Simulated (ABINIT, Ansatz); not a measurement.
# InF3 (R-3c): G0W0 with ABINIT, start to end, part 3 of 3

Wanted: ground state, empty states, screening and self-energy for InF3 (R-3c).

ABINIT 10.8.3; LDA and many-body steps on it, plane waves. Known limits of the many-body steps: not at the basis limit; no spin-orbit coupling.

So far. Step 4 (Empty states on the mesh, 4×4×4 mesh, 96 bands): On this mesh the gap is 4.010 eV. Step 5 (Screening, 4×4×4 mesh, 88 bands, screening to 81.6 eV): Local fields lower ε∞ by 3 %.

**6. Self-energy, 4×4×4 mesh, 88 bands, screening to 81.6 eV**

The self-energy is evaluated for the states that the input lists, and the levels follow from it, in one-shot runs by the linearised quasiparticle equation.

This step: G0W0 on LDA, plane waves, norm-conserving pseudopotentials.

Contents of run.abi:

```
acell 3*1.0 Angstrom
rprim 
  2.602141182914 1.502346912402 4.907506134507
  -2.602141182914 1.502346912402 4.907506134507
  0.000000000000 -3.004693824873 4.907506134486
ntypat 2
znucl 49 9
natom 8
typat 1 1 2 2 2 2 2 2
xred 
  0.500000000000 0.500000000000 0.500000000000
  -0.000000000000 0.000000000000 0.000000000000
  0.395709220000 0.750000000000 0.104290780000
  0.750000000000 0.104290780000 0.395709220000
  0.895709220000 0.604290780000 0.250000000000
  0.250000000000 0.895709220000 0.604290780000
  0.604290780000 0.250000000000 0.895709220000
  0.104290780000 0.395709220000 0.750000000000
pp_dirpath "pseudos"
pseudos "In.upf, F.upf"
ecut 36
ngkpt 4 4 4
nshiftk 1
shiftk 0 0 0
kptopt 1
chksymbreak 0
istwfk *1
occopt 1
irdwfk 1
optdriver 4
nband 88
gwcalctyp 0
ecutsigx 36
symsigma 1
nkptgw 2
kptgw 
  0.5000000000 0.5000000000 0.0000000000
  0.0000000000 0.0000000000 0.0000000000
bdgw 
  41 44
  41 44
ecuteps 3
irdscr 1
ppmodel 1
indata_prefix "in"
outdata_prefix "out"
tmpdata_prefix "tmp"
```

Launch:

```console
> OMP_NUM_THREADS=1 mpirun -n 8 abinit run.abi > log
```

Numbers of over 12 decimals in the logs are rounded to 6 here.

What it wrote:

```text
.Version 10.8.3 of ABINIT. v10.8.2 released Aug 2026.

 Symmetries : space group R-3 c (#167); Bravais hR (rhombohedral)
[... echo of the input left out ...]
== DATASET  1 ==================================================================
-   mpi_nproc: 8, omp_nthreads: 1 (-1 if OMP is not activated)

--- !DatasetInfo
iteration_state: {dtset: 1, }
dimensions: {natom: 8, nkpt: 13, mband: 88, nsppol: 1, nspinor: 1, nspden: 1, mpw: 8026, }
cutoff_energies: {ecut:  36.0, pawecutdg:  -1.0, }
electrons: {nelect:   8.40000000E+01, charge:   0.00000000E+00, occopt:   1.00000000E+00, tsmear:   1.00000000E-02, }

 SIGMA: Calculation of the GW corrections

 Based on a program developped by R.W. Godby, V. Olevano, G. Onida, and L. Reining.
 Incorporated in ABINIT by V. Olevano, G.-M. Rignanese, and M. Torrent.
.Using double precision arithmetic ; gwpc =  8

[... cell and pseudopotentials left out ...]
--------------------------------------------------------------------------------

 ==== K-mesh for the wavefunctions ====
 Number of points in the irreducible wedge :    13
[... list of points left out ...]
 Together with 12 symmetry operations and time-reversal symmetry
 yields    64 points in the full Brillouin Zone.

 ==== Q-mesh for screening function ====
 Number of points in the irreducible wedge :    13
[... list of points left out ...]
 Together with 12 symmetry operations and time-reversal symmetry
 yields    64 points in the full Brillouin Zone.

 vcoul_init : cutoff-mode = AUXILIARY_FUNCTION
 q-points for optical limit:   1
     1)      0.000010    0.000020    0.000030
 setmesh: FFT mesh size selected  =    60x   60x   60
          total number of points  =       216000

 Number of electrons calculated from density =   84.0000; Expected =   84.0000
 average of density, n =  0.108136
 r_s =    1.3021
 omega_plasma =   31.7205 [eV]

 === KS Band Gaps ===
  >>>> For spin  1
   Minimum direct gap =   4.0423 [eV], located at k-point      :   0.0000  0.0000  0.0000
   Fundamental gap    =   4.0104 [eV], Top of valence bands at :   0.5000  0.5000  0.0000
                                       Bottom of conduction at :   0.0000  0.0000  0.0000
 SIGMA fundamental parameters:
 PLASMON POLE MODEL  1
 number of plane-waves for SigmaX                 7987
 number of plane-waves for SigmaC and W            193
 number of plane-waves for wavefunctions          7987
 number of bands                                    88
 number of independent spin polarizations            1
 number of spinorial components                      1
 number of k-points in IBZ                          13
 number of q-points in IBZ                          13
 number of symmetry operations                      12
 number of k-points in BZ                           64
 number of q-points in BZ                           64
 number of frequencies for dSigma/dE                 9
 frequency step for dSigma/dE [eV]                0.25
 number of omega for Sigma on real axis              0
 max omega for Sigma on real axis  [eV]           0.00
 zcut for avoiding poles [eV]                     0.10

 EPSILON^-1 parameters (SCR file):
 dimension of the eps^-1 matrix on file            193
 dimension of the eps^-1 matrix used               193
 number of plane-waves for wavefunctions          7987
 number of bands                                    88
 number of q-points in IBZ                          13
 number of frequencies                               2
 number of real frequencies                          1
 number of imag frequencies                          1

 matrix elements of self-energy operator (all in [eV])

 Perturbative Calculation

--- !SelfEnergy_ee
iteration_state: {dtset: 1, }
kpoint     : [   0.500,    0.500,    0.000, ]
spin       : 1
KS_gap     :    6.537
QP_gap     :   11.177
Delta_QP_KS:    4.640
data: !SigmaeeData |
     Band     E0 <VxcDFT>   SigX SigC(E0)      Z dSigC/dE  Sig(E)    E-E0       E
       41  -1.177 -23.605 -30.878   5.139   0.802  -0.247 -25.316  -1.711  -2.887
       42  -1.024 -22.915 -30.810   5.561   0.793  -0.261 -24.766  -1.851  -2.875
       43   5.512 -18.194 -12.844  -2.080   0.853  -0.172 -15.404   2.789   8.302
       44   7.061 -19.119 -13.049  -2.336   0.844  -0.185 -15.969   3.150  10.211

--- !SelfEnergy_ee
iteration_state: {dtset: 1, }
kpoint     : [   0.000,    0.000,    0.000, ]
spin       : 1
KS_gap     :    4.042
QP_gap     :    8.187
Delta_QP_KS:    4.145
data: !SigmaeeData |
     Band     E0 <VxcDFT>   SigX SigC(E0)      Z dSigC/dE  Sig(E)    E-E0       E
       41  -1.056 -22.752 -30.714   5.603   0.792  -0.263 -24.621  -1.868  -2.925
       42  -1.056 -22.752 -30.714   5.603   0.792  -0.263 -24.621  -1.868  -2.925
       43   2.986 -15.001 -10.317  -2.069   0.871  -0.149 -12.724   2.276   5.262
       44   8.395 -19.924 -13.242  -2.560   0.834  -0.199 -16.487   3.437  11.832

== END DATASET(S) ==============================================================
================================================================================

 -outvars: echo values of variables after computation  --------
           etotal      0.0000000000E+00
            nband          88
             nkpt          13
          spgroup         167
 [... the other variables as echoed above ...]

 Calculation completed.
```

Elapsed: 12 s, on 8 MPI ranks of Arm Neoverse V1, shared host; peak memory 3.6 GiB.

This step gave:

```
G0W0 gap on the points computed              : 8.137 eV
starting gap on the mesh                     : 4.010 eV
k of the valence top                         : 0.5, 0.5, 0
k of the conduction bottom                   : 0, 0, 0
Z at the valence top                         : 0.793
Z at the conduction bottom                   : 0.871
least direct G0W0 gap on the computed points : 8.187 eV
```

The gap on the mesh goes from 4.01 eV to 8.14 eV, a correction of +4.13 eV.

Limits: finite bands, cutoff and mesh; no spin-orbit coupling. v1 is the top filled band, c1 the lowest empty one. The levels before and after the correction (eV, zero at the valence-band top of each column):

```csv
,conduction bottom,valence top
Kohn-Sham,4.01,0.00
G0W0,8.14,0.00
```

```csv
,level,energy (eV)
Kohn-Sham,(0.5 0.5 0) v2,-0.152
Kohn-Sham,(0.5 0.5 0) v1,0.000
Kohn-Sham,(0.5 0.5 0) c1,6.537
Kohn-Sham,(0.5 0.5 0) c2,8.086
Kohn-Sham,Γ v2-v1,-0.032
Kohn-Sham,Γ c1,4.010
Kohn-Sham,Γ c2,9.419
G0W0,(0.5 0.5 0) v2,-0.012
G0W0,(0.5 0.5 0) v1,0.000
G0W0,(0.5 0.5 0) c1,11.177
G0W0,(0.5 0.5 0) c2,13.086
G0W0,Γ v2-v1,-0.050
G0W0,Γ c1,8.137
G0W0,Γ c2,14.707
```

**7. Where the time went**

Times are wall times on 8 MPI ranks of Arm Neoverse V1, shared host, good to a factor of about two.

```csv
step,time,share,memory (GiB)
ground state,2.3 min,28 %,1.0
bands along the symmetry lines,59 s,12 %,0.82
empty states on the mesh,62 s,12 %,0.82
screening,3.8 min,45 %,6.5
self-energy,12 s,2 %,3.6
```

**8. Outcome**

```json
{"LDA gap": "4.01 eV, indirect (only 32 meV under the direct gap)", "G0W0 gap on the mesh": "8.14 eV", "GW settings": "4×4×4 mesh, 88 bands, screening to 81.6 eV, Godby-Needs plasmon pole", "known limits": "not at the basis limit; no spin-orbit coupling"}
```

G0W0 moves the gap on the mesh from 4.01 eV to 8.14 eV (+4.13 eV), with Z of 0.79 and 0.87 at the edges. Local fields lower the RPA ε∞ on this mesh from 2.41 to 2.34. Only 2 of the mesh's irreducible points were corrected, so a valley elsewhere could overtake. The dearest step here is «screening». Bands and cutoff are finite, so the gap is not at the basis limit. The miss can reach some tenths of an eV and take either sign; the mesh is an error of its own. In the G0W0 run levels were corrected at 2 k points alone, so a gap called «on the mesh» is the least over those, and an edge elsewhere would be missed. The many-body steps are scalar-relativistic: spin-orbit coupling is not in them.

[Paths, hosts, dates, memory and timing lines, banners, echoed tables and standing remarks are left out of the program output.]

[Logs are printed without paths, hosts, clocks, repeated set-up lines and the standing remarks that a program may print on its own settings, such as how far it seeks lower states.]

[Runs of the session that timed out or met a known fault of the program may be left out.]

[Hosts, paths, dates, database ids (printed as entryN), source tags and the programs' standing remarks are cut or masked in the printed files.]

[G0W0 gaps are taken among the corrected bands and points alone; a level outside them can change the order at an edge.]

[Where Ansatz stands beside ABINIT at settings called matched, ABINIT's density can come from a denser mesh and the files from another edition; pairs whose starting gaps differed by over 0.03 eV were left out, so agreement reads better than it is.]
